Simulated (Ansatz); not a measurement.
# K on Au(111): change of the work function, part 3 of 3

How does K on the fcc site change the work function of Au(111) as the layer fills?

Ansatz 0.2.0; plane-wave DFT, PBE, Ansatz PAW.

So far, work function, upper face (eV): step 2 (the clean slab) 5.16; step 3 (37 atoms, coverage 0.111 ML, cell 3x3) 2.19.

## 4. The covered slab, k-mesh 6×6×1, coverage 0.25 ML

System of this step: KAu16 (K/Au(111)). The cell holds 17 atoms: 16 Au and 1 K. Cell: a = 5.770 Å, b = 5.770 Å, c = 28.361 Å, α = 90.0°, β = 90.0°, γ = 60.0°. Vacuum lies along c.

Another coverage, to see how the dipoles act on each other as their distance changes.

The input, input.yaml:

```yaml
crystal:
  lattice:
    - [5.7699913344, 0.0, 0.0]
    - [2.8849956672, 4.9969590752, 0.0]
    - [0.0, 0.0, 28.3608952463]
  atoms:
    - { symbol: Au, position: [0.0, 0.0, 0.3173383605] }
    - { symbol: Au, position: [0.1666666667, 0.1666666667, 0.400396003] }
    - { symbol: Au, position: [0.3333333333, 0.3333333333, 0.4863243767] }
    - { symbol: Au, position: [0.0, 0.0, 0.5744561069] }
    - { symbol: Au, position: [0.0, 0.5, 0.3173383605] }
    - { symbol: Au, position: [0.1666666667, 0.6666666667, 0.400396003] }
    - { symbol: Au, position: [0.3333333333, 0.8333333333, 0.4863243767] }
    - { symbol: Au, position: [0.0, 0.5, 0.5744561069] }
    - { symbol: Au, position: [0.5, 0.0, 0.3173383605] }
    - { symbol: Au, position: [0.6666666667, 0.1666666667, 0.400396003] }
    - { symbol: Au, position: [0.8333333333, 0.3333333333, 0.4863243767] }
    - { symbol: Au, position: [0.5, 0.0, 0.5744561069] }
    - { symbol: Au, position: [0.5, 0.5, 0.3173383605] }
    - { symbol: Au, position: [0.6666666667, 0.6666666667, 0.400396003] }
    - { symbol: Au, position: [0.8333333333, 0.8333333333, 0.4863243767] }
    - { symbol: Au, position: [0.5, 0.5, 0.5744561069] }
    - { symbol: K, position: [0.1666666667, 0.1666666667, 0.6826616395] }
kpoints:
  mp_grid: { grid: [6, 6, 1] }
hamiltonian:
  xc: pbe
scf:
  occupations: { method: fermi_dirac, width: 0.1 }
  convergence: { dr2_threshold: 1.0e-08 }
efield:
  axis: 3
  dipole_correction: true
  ramp_position: 0.97
  ramp_width: 0.06
relax:
  f_tol: 0.02
  max_steps: 60
  constraints: [{ sites: [0, 1, 4, 5, 8, 9, 12, 13] }]
output:
  dos: { projected: true, e_range: [-8, 4] }
  write_potential: true
  write_density: true
  volumetric_format: npy
  elf: true
```

On the command line:

```bash
$ ansatz run input.yaml --threads 4 --pin off --max-ram 16384MiB --backend cpu --events-out ev --progress --plain --runs-dir out
```

Output:

```text
[...]
Crystal: 17 atoms, lattice volume = 817.713 Å³
Basis set: ecut = 420 eV, 16031 PW (Γ), exchange–correlation on 80×80×384 points (8 copies of the dense FFT grid, shifted against one another)
Bands: 188, of which v1, the nominal top of the filled ones, is band 157 counted from 1 (156 counted from 0)
Symmetry: 6 space group operations
[...]
k-points: 7 of 36 (time reversal used)
[...]
SCF iter   1: F=—  HF=-211925.491124 eV  |F-HF|=—  |Δ(HF+E_count)|=         —  Δρ=2.44e-3  dr2=8.85e-1  ethr=1.77e-3  p=0.407 e·Å  D=9.01e-2 V/Å  ΔV_dip=-2.55 eV  dr2_dipole=1.73e-1  V_vac-E_F(+/−)=2.07/4.62 eV  ⟨swp⟩=6.7  Hψ=5278  notcnv=0  defer=76
[...]
SCF iter  10: F=-211925.470565 eV  HF=-211925.470565 eV  |F-HF|=2.39e-9  |Δ(HF+E_count)|=   1.59e-8  Δρ=3.36e-7  dr2=1.87e-9  ethr=3.19e-12  p=0.498 e·Å  D=1.10e-1 V/Å  ΔV_dip=-3.12 eV  dr2_dipole=3.53e-11  V_vac-E_F(+/−)=2.01/5.14 eV  ⟨swp⟩=15.9  Hψ=9983  notcnv=0
SCF 1 converged in 10 iterations: F = -211925.470565 eV  dr2 = 1.87e-9
[...]
relax step   1: F+E_penalty+E_count = -211925.47056492 eV  Δ(F+E_penalty+E_count) = +0.000e0 eV  max|allowed force component| = 4.818e-1 eV/Å  Δτ_max = 0.0000 Å  (10 SCF iters, accepted)
[...]
SCF iter  11: F=-211925.527028 eV  HF=-211925.527028 eV  |F-HF|=1.66e-9  |Δ(HF+E_count)|=   2.02e-8  Δρ=3.76e-7  dr2=4.22e-9  ethr=3.19e-12  p=0.514 e·Å  D=1.14e-1 V/Å  ΔV_dip=-3.22 eV  dr2_dipole=2.49e-10  V_vac-E_F(+/−)=1.93/5.16 eV  ⟨swp⟩=14.1  Hψ=9186  notcnv=0
SCF 2 converged in 11 iterations: F = -211925.527028 eV  dr2 = 4.22e-9
[...]
relax step   2: F+E_penalty+E_count = -211925.52702781 eV  Δ(F+E_penalty+E_count) = -5.646e-2 eV  max|allowed force component| = 4.180e-1 eV/Å  Δτ_max = 0.1584 Å  (11 SCF iters, accepted)
SCF iter   1: F=—  HF=-211925.583861 eV  |F-HF|=—  |Δ(HF+E_count)|=         —  Δρ=1.23e-3  dr2=2.77e-2  ethr=1.89e-4  p=0.514 e·Å  D=1.14e-1 V/Å  ΔV_dip=-3.22 eV  dr2_dipole=9.39e-3  V_vac-E_F(+/−)=1.94/5.16 eV  ⟨swp⟩=5.4  Hψ=3149  notcnv=0  defer=100
[...]
SCF iter  11: F=-211925.579665 eV  HF=-211925.579665 eV  |F-HF|=3.64e-9  |Δ(HF+E_count)|=   1.47e-8  Δρ=3.65e-7  dr2=6.78e-9  ethr=3.19e-12  p=0.546 e·Å  D=1.21e-1 V/Å  ΔV_dip=-3.43 eV  dr2_dipole=5.82e-10  V_vac-E_F(+/−)=1.74/5.16 eV  ⟨swp⟩=14.7  Hψ=9096  notcnv=0
SCF 3 converged in 11 iterations: F = -211925.579665 eV  dr2 = 6.78e-9
[...]
relax step   3: F+E_penalty+E_count = -211925.57966546 eV  Δ(F+E_penalty+E_count) = -5.264e-2 eV  max|allowed force component| = 8.988e-2 eV/Å  Δτ_max = 0.1981 Å  (11 SCF iters, accepted)
SCF iter   1: F=—  HF=-211925.585818 eV  |F-HF|=—  |Δ(HF+E_count)|=         —  Δρ=1.17e-3  dr2=1.22e-2  ethr=1.90e-5  p=0.546 e·Å  D=1.21e-1 V/Å  ΔV_dip=-3.43 eV  dr2_dipole=1.09e-3  V_vac-E_F(+/−)=1.73/5.16 eV  ⟨swp⟩=4.7  Hψ=3181  notcnv=0  defer=107
[...]
SCF iter  10: F=-211925.583380 eV  HF=-211925.583380 eV  |F-HF|=1.89e-9  |Δ(HF+E_count)|=   2.79e-9  Δρ=2.84e-7  dr2=2.97e-9  ethr=3.19e-12  p=0.550 e·Å  D=1.22e-1 V/Å  ΔV_dip=-3.45 eV  dr2_dipole=7.49e-10  V_vac-E_F(+/−)=1.71/5.16 eV  ⟨swp⟩=9.0  Hψ=7973  notcnv=0
SCF 4 converged in 10 iterations: F = -211925.583380 eV  dr2 = 2.97e-9
relax step   4: F+E_penalty+E_count = -211925.58338034 eV  Δ(F+E_penalty+E_count) = -3.715e-3 eV  max|allowed force component| = 1.916e-2 eV/Å  Δτ_max = 0.0579 Å  (10 SCF iters, accepted)
[...]
SCF converged after 10 iterations
Free energy (F): -211925.583380 eV
[...]
Internal energy: -211925.270841 eV  (E = F + TS)
E sigma→0 (E₀):  -211925.427111 eV
Entropy (-TS):   -0.312540 eV (-18.385 meV/atom)
Fermi energy:    4.996644 eV
Dipole field:    D = 0.121679 V/Å  (p = 0.549865 e·Å, saw-weighted, corrected)
Work function:   Φ+ = 1.7056 eV   Φ− = 5.1566 eV
[...]
--- Forces (eV/Å), atoms counted from 1 ---
  atom   1  Au     0.00352600     0.00203573    -0.49945879
  atom   2  Au     0.00000000     0.00000000     0.50270343
  atom   3  Au    -0.01182109    -0.00682491     0.01916497
  atom   4  Au     0.01124901     0.00649462    -0.01408818
  atom   5  Au    -0.00000000    -0.00407147    -0.49945879
  atom   6  Au     0.02788823    -0.01610128     0.48345310
  atom   7  Au    -0.00000000     0.01364982     0.01916497
  atom   8  Au     0.00000000    -0.01298924    -0.01408818
  atom   9  Au    -0.00352600     0.00203573    -0.49945879
  atom  10  Au     0.00000000     0.03220256     0.48345310
  atom  11  Au     0.01182109    -0.00682491     0.01916497
  atom  12  Au    -0.01124901     0.00649462    -0.01408818
  atom  13  Au    -0.00000000     0.00000000    -0.50488980
  atom  14  Au    -0.02788823    -0.01610128     0.48345310
  atom  15  Au     0.00000000    -0.00000000     0.01479895
  atom  16  Au    -0.00000000    -0.00000000     0.00149725
  atom  17  K      0.00000000    -0.00000000     0.01861745
  max |Σ_I F_I| component: 5.94e-5 eV/Å
--- Band table (eV; the first three rows and the last of 7) ---
  k-point 0: bands = [... 153 lower, 4.9673, 4.9715, 4.9715, 5.2653, 5.9013, 5.9209, 5.9209, 6.2487, ... 27 higher]
  k-point 1: bands = [... 153 lower, 4.0909, 4.9882, 4.9951, 5.0018, 5.2756, 5.5047, 5.5347, 5.6123, ... 27 higher]
  k-point 2: bands = [... 153 lower, 4.0287, 4.4597, 4.9995, 5.0017, 5.4960, 5.5030, 5.6040, 6.1190, ... 27 higher]
  k-point 6: bands = [... 153 lower, 2.8773, 3.8094, 3.8175, 3.8692, 5.6689, 5.7114, 5.7129, 6.8095, ... 27 higher]
--- Relaxed structure (4 steps of the walk, 4 accepted, 0 SCFs on fresh bases) ---
  F+E_penalty+E_count = -211925.58338034 eV   max|allowed force component| = 1.916e-2 eV/Å
  atoms:
    - { symbol: Au, position: [-1.795949e-17, -1.795949e-17, 0.3173383605] }
    - { symbol: Au, position: [0.166667, 0.166667, 0.400396] }
    - { symbol: Au, position: [0.333958, 0.333958, 0.486956] }
    - { symbol: Au, position: [-0.00145997, -0.00145997, 0.575529] }
    - { symbol: Au, position: [2.775558e-17, 0.500000, 0.3173383605] }
    - { symbol: Au, position: [0.166667, 0.666667, 0.400396] }
    - { symbol: Au, position: [0.333958, 0.832085, 0.486956] }
    - { symbol: Au, position: [-0.00145997, 0.502920, 0.575529] }
    - { symbol: Au, position: [0.500000, -1.795949e-17, 0.3173383605] }
    - { symbol: Au, position: [0.666667, 0.166667, 0.400396] }
    - { symbol: Au, position: [0.832085, 0.333958, 0.486956] }
    - { symbol: Au, position: [0.502920, -0.00145997, 0.575529] }
    - { symbol: Au, position: [0.500000, 0.500000, 0.3173383605] }
    - { symbol: Au, position: [0.666667, 0.666667, 0.400396] }
    - { symbol: Au, position: [0.833333, 0.833333, 0.485800] }
    - { symbol: Au, position: [0.500000, 0.500000, 0.581545] }
    - { symbol: K, position: [0.166667, 0.166667, 0.672149] }
```

The job ended after 2.6 min (4 threads of Arm Neoverse V1, shared host; peak memory 3.5 GiB).

The steps of the relaxation:

| step | energy less that of the first step (eV) | largest force component (eV/Å) |
| --- | --- | --- |
| 1 | 0.0000 | 0.4818 |
| 2 | -0.0565 | 0.4180 |
| 3 | -0.1091 | 0.0899 |
| 4 | -0.1128 | 0.0192 |

Forces are held to the 6 operations that the program found; a distortion that breaks them can't arise in this run.

The atoms that moved most (Å):

| atom | dx | dy | dz | length |
| --- | --- | --- | --- | --- |
| K17 | 0.000 | 0.000 | -0.298 | 0.298 |
| Au16 | 0.000 | 0.000 | 0.201 | 0.201 |
| Au12 | 0.013 | -0.007 | 0.030 | 0.034 |
| Au4 | -0.013 | -0.007 | 0.030 | 0.034 |
| Au8 | 0.000 | 0.015 | 0.030 | 0.034 |
| Au11 | -0.005 | 0.003 | 0.018 | 0.019 |
| Au7 | 0.000 | -0.006 | 0.018 | 0.019 |
| Au3 | 0.005 | 0.003 | 0.018 | 0.019 |

The relaxed structure:

```xyz
17
Lattice="5.7700 0.0000 0.0000 2.8850 4.9970 0.0000 0.0000 0.0000 28.3609" Properties=species:S:1:pos:R:3
Au    0.0000    0.0000    9.0000
Au    1.4425    0.8328   11.3556
Au    2.8904    1.6688   13.8105
Au   -0.0126   -0.0073   16.3225
Au    1.4425    2.4985    9.0000
Au    2.8850    3.3313   11.3556
Au    4.3275    4.1579   13.8105
Au    1.4425    2.5131   16.3225
Au    2.8850    0.0000    9.0000
Au    4.3275    0.8328   11.3556
Au    5.7646    1.6688   13.8105
Au    2.8976   -0.0073   16.3225
Au    4.3275    2.4985    9.0000
Au    5.7700    3.3313   11.3556
Au    7.2125    4.1641   13.7777
Au    4.3275    2.4985   16.4931
K     1.4425    0.8328   19.0628
```

Read from the output:

```yaml
energy_at_zero_smearing: -211925.4271 eV
work_function_upper_face: 1.706 eV
work_function_lower_face: 5.157 eV
dipole_along_the_normal: 0.5499 e·Å
step_between_the_vacuum_levels: -3.451 eV
```

Running mean over 2.356 Å of the planar mean; the ramp of the sawtooth is left out. Table of electron's electrostatic potential energy less the Fermi level by z:

| z (Å) | electron's electrostatic potential energy less the Fermi level (eV) |
| --- | --- |
| 4 | 5.16 |
| 5 | 5.15 |
| 6 | 5.09 |
| 7 | 4.08 |
| 8 | -3.40 |
| 9 | -8.25 |
| 10 | -8.61 |
| 11 | -8.69 |
| 12 | -8.19 |
| 13 | -8.00 |
| 14 | -8.38 |
| 15 | -6.77 |
| 16 | -7.99 |
| 17 | -6.71 |
| 18 | -0.637 |
| 19 | -0.152 |
| 20 | -0.161 |
| 21 | 1.14 |
| 22 | 1.51 |
| 23 | 1.64 |
| 24 | 1.69 |
| 25 | 1.70 |

The density of states has structure finer than the step of the table below, so its rows give means over 0.25 eV. Peaks (eV: height): -4.540: 59.8, -4.150: 66.5, -4.030: 63.6, -3.490: 56.7, -3.010: 57.0, -2.950: 65.5, -2.260: 65.9.

Table of density of states by energy, zero at the Fermi level; means over each step:

energy (eV), density of states (states/eV a cell) and a bar:
```
    -7.75        2.9 
    -7.50        2.1 
    -7.25        3.1 #
    -7.00        7.8 ####
    -6.75        9.4 #####
    -6.50       15.8 #########
    -6.25       19.6 ############
    -6.00       34.5 ######################
    -5.75       26.2 ################
    -5.50       18.5 ###########
    -5.25       26.4 ################
    -5.00       27.8 #################
    -4.75       35.7 ######################
    -4.50       35.3 ######################
    -4.25       47.1 ##############################
    -4.00       42.6 ###########################
    -3.75       31.7 ####################
    -3.50       39.2 #########################
    -3.25       35.6 ######################
    -3.00       39.8 #########################
    -2.75       44.7 ############################
    -2.50       31.5 ####################
    -2.25       41.9 ###########################
    -2.00       39.2 #########################
    -1.75       17.4 ##########
    -1.50        6.6 ###
    -1.25        6.3 ###
    -1.00        6.7 ###
    -0.75        3.3 #
    -0.50        3.3 #
    -0.25        3.1 #
     0.00       12.3 #######
     0.25        4.3 #
     0.50        6.1 ###
     0.75        7.9 ####
     1.00        4.2 #
     1.25        3.5 #
     1.50        8.9 #####
     1.75       11.4 ######
```

Projected DOS per atom over height of the atomic layer and energy from the Fermi level. Layers: Au4 Au4 Au4 Au4 K from below.

Ten even steps from '0' (0.01 states/eV) to '9' (3.28 states/eV), each cell a mean:
```
00001
00001
00002
00001
11111
00000
10010
11100
56530
77670
85690
74680
74470
98790
57760
44650
34440
57540
24310
12100
00000
00000
```
Columns: height of the atomic layer (Å) from 9 to 19.1 (not evenly spaced); rows upwards: energy from the Fermi level (eV) from -7.96 to 1.95.

ELF in the ca plane at fractional y = 0.167, with atoms of Au and K within 0.2 Å of it. It is the smooth field of the valence electrons, not physical close to the nuclei.

Ten even steps from '0' (0.00) to '9' (0.87), each cell a mean:
```
32122221224443223444332013431000012211000000
32122222224443223444332100000000122211000000
22234432223332212333322100000001122111000000
22356653222222111222221110000011121110000000
22467864222221111222221110000011221110000000
22367764222221111222221110000011121110000000
22245543222322112233222100000001122110000000
32223322223443222343332100000000122111000000
32122221224443223444332001110000112211000000
32223322223443222343321036753000012221000000
22245543222322112222220389997200012221100000
22367764222221111222211699898400012221100000
22467864222221111222211698799500012221100000
22356653222222111222210499998300012221100000
22234432223332212333321169985100012221000000
```
Columns run along c (16.0 Å, from fractional 0.34 to 0.91 of the cell), rows up along a (5.8 Å). Atoms in or near the plane, at fractional coordinates: Au at (0.40, 0.17), Au at (0.40, 0.67), K at (0.67, 0.17).

Electrostatic potential energy in the ca plane at fractional y = 0.167, with atoms of Au and K within 0.2 Å of it. With pseudopotentials it is smooth inside the atoms' cores, unlike the true potential.

Ten even steps from '0' (-42 eV) to '9' (9 eV), each cell a mean:
```
79998899986457998645899998889999999999999999
89998899986457998646899999999999999999999999
89874468998778999877999999999999999999999999
99720016999899999999999999999999999999999999
99500005899999999999999999999999999999999999
99610005999999999999999999999999999999999999
99842148998889999888999999999999999999999999
89987789987568998756899999999999999999999999
79999999986447998645899999999999999999999999
89987789987568998767899987788999999999999999
99842148998889999888999863358999999999999999
99610005999999999999999720026899999999999999
99500005899999999999999720016899999999999999
99720016999999999999999841147899999999999999
89874468998778999877999976678999999999999999
```
Columns run along c (16.0 Å, from fractional 0.34 to 0.91 of the cell; values clipped at the 3rd and 97th percentile), rows up along a (5.8 Å). Atoms in or near the plane, at fractional coordinates: Au at (0.40, 0.17), Au at (0.40, 0.67), K at (0.67, 0.17).

Valence density in the ca plane at fractional y = 0.167, with atoms of Au and K within 0.2 Å of it. It is the smooth field of the valence electrons, not physical close to the nuclei.

Values in units of 1e0 e/Å³, 8 rows by 16 columns, each cell a mean:
```
0.3 0.3 0.2 0.5 1.3 0.3 1.2 0.6 0.1 0.1 0.0 0.0 0.0 0.0 0.0 0.0
0.3 2.5 1.5 0.3 0.5 0.2 0.5 0.3 0.0 0.0 0.0 0.0 0.0 0.0 0.0 0.0
0.4 8.4 4.8 0.2 0.2 0.1 0.2 0.1 0.0 0.0 0.0 0.0 0.0 0.0 0.0 0.0
0.3 2.9 1.7 0.3 0.5 0.2 0.5 0.3 0.0 0.0 0.0 0.0 0.0 0.0 0.0 0.0
0.3 0.3 0.2 0.5 1.3 0.3 1.2 0.6 0.1 0.1 0.0 0.0 0.0 0.0 0.0 0.0
0.3 2.5 1.5 0.3 0.5 0.2 0.5 0.3 0.3 1.4 0.2 0.0 0.0 0.0 0.0 0.0
0.4 8.4 4.8 0.2 0.2 0.1 0.2 0.1 0.8 3.7 0.7 0.0 0.0 0.0 0.0 0.0
0.3 2.9 1.7 0.3 0.5 0.2 0.5 0.3 0.3 1.6 0.3 0.0 0.0 0.0 0.0 0.0
```
Columns run along c (16.0 Å, from fractional 0.34 to 0.91 of the cell), rows up along a (5.8 Å). Atoms in or near the plane, at fractional coordinates: Au at (0.40, 0.17), Au at (0.40, 0.67), K at (0.67, 0.17).

The relaxation took 4 steps and lowered the energy by 0.11 eV; the largest force on the free atoms ends at 0.019 eV/Å.

By hand: a sheet of dipoles makes a step −p/(ε₀A) in the electron's potential. With e/ε₀ = 180.95 V·Å, p = 0.5499 e·Å and A = 28.83 Å², that is −180.95 × (0.5499) / 28.83 = -3.451 eV, and the two vacuum levels of the run differ by -3.451 eV.

The covered face has 1.71 eV, -3.46 eV against the clean one; the bare back face has moved by +0.07 eV, a measure of how thin the slab is.

## 5. Work function against coverage

This step: plane-wave DFT, PBE, Ansatz PAW; work function against coverage (Ansatz 0.2.0).

The runs are now put side by side.

This step gave:

- work function of the clean face: 5.161 eV
- largest change of the work function: -3.456 eV

Table of work function of the covered face by coverage:

| coverage (adsorbates/nm²) | work function of the covered face (eV) |
| --- | --- |
| 0.00 | 5.16 |
| 1.54 | 2.19 |
| 3.47 | 1.71 |

The dipole per adsorbate comes from the change of the cell's dipole. Coverage, by row:

| coverage (1/nm²) | coverage (ML) | work function (eV) | change (eV) | dipole per adsorbate, positive end outwards (debye) | mean height of the added atoms over the highest substrate atom (Å) |
| --- | --- | --- | --- | --- | --- |
| 1.541 | 0.1111 | 2.187 | -2.975 | 5.137 | 2.68 |
| 3.468 | 0.25 | 1.706 | -3.456 | 2.696 | 2.57 |

## 6. Outcome

```yaml
work_function_of_the_clean_face: 5.16 eV
work_function_at_0p11_ml: 2.19 eV
work_function_at_0p25_ml: 1.71 eV
dipole_per_adsorbate_at_0p11_ml_positive_end_outwards: 5.14 D
```

**Reading.** K lowers the work function of Au(111) at the lowest coverage, by 2.97 eV: the adsorbate layer has its positive end outwards. The slab has 4 layers, at the tabulated experimental lattice constant, one starting site was run, and quantum-size effects of a slab this thin can reach one or two tenths of an eV.

[Long decimals in the printed logs are rounded to 6 places.]

[Logs are printed without paths, hosts, clocks, repeated set-up lines and the standing remarks that a program may print on its own settings, such as how far it seeks lower states.]

[Hosts, paths, dates, database ids (printed as entryN), source tags and the programs' standing remarks are cut or masked in the printed files.]

[Maps of the electrostatic potential energy from Ansatz leave out the sawtooth potential of an applied field or a dipole correction, so their vacuum need not be flat; planar profiles and work functions include it.]

[The density of states shown here was stored with 400 of the rows of the run's finer table, so its peaks can read low, often by over a quarter, or be missed, and its means over a window can be off by a tenth or more.]
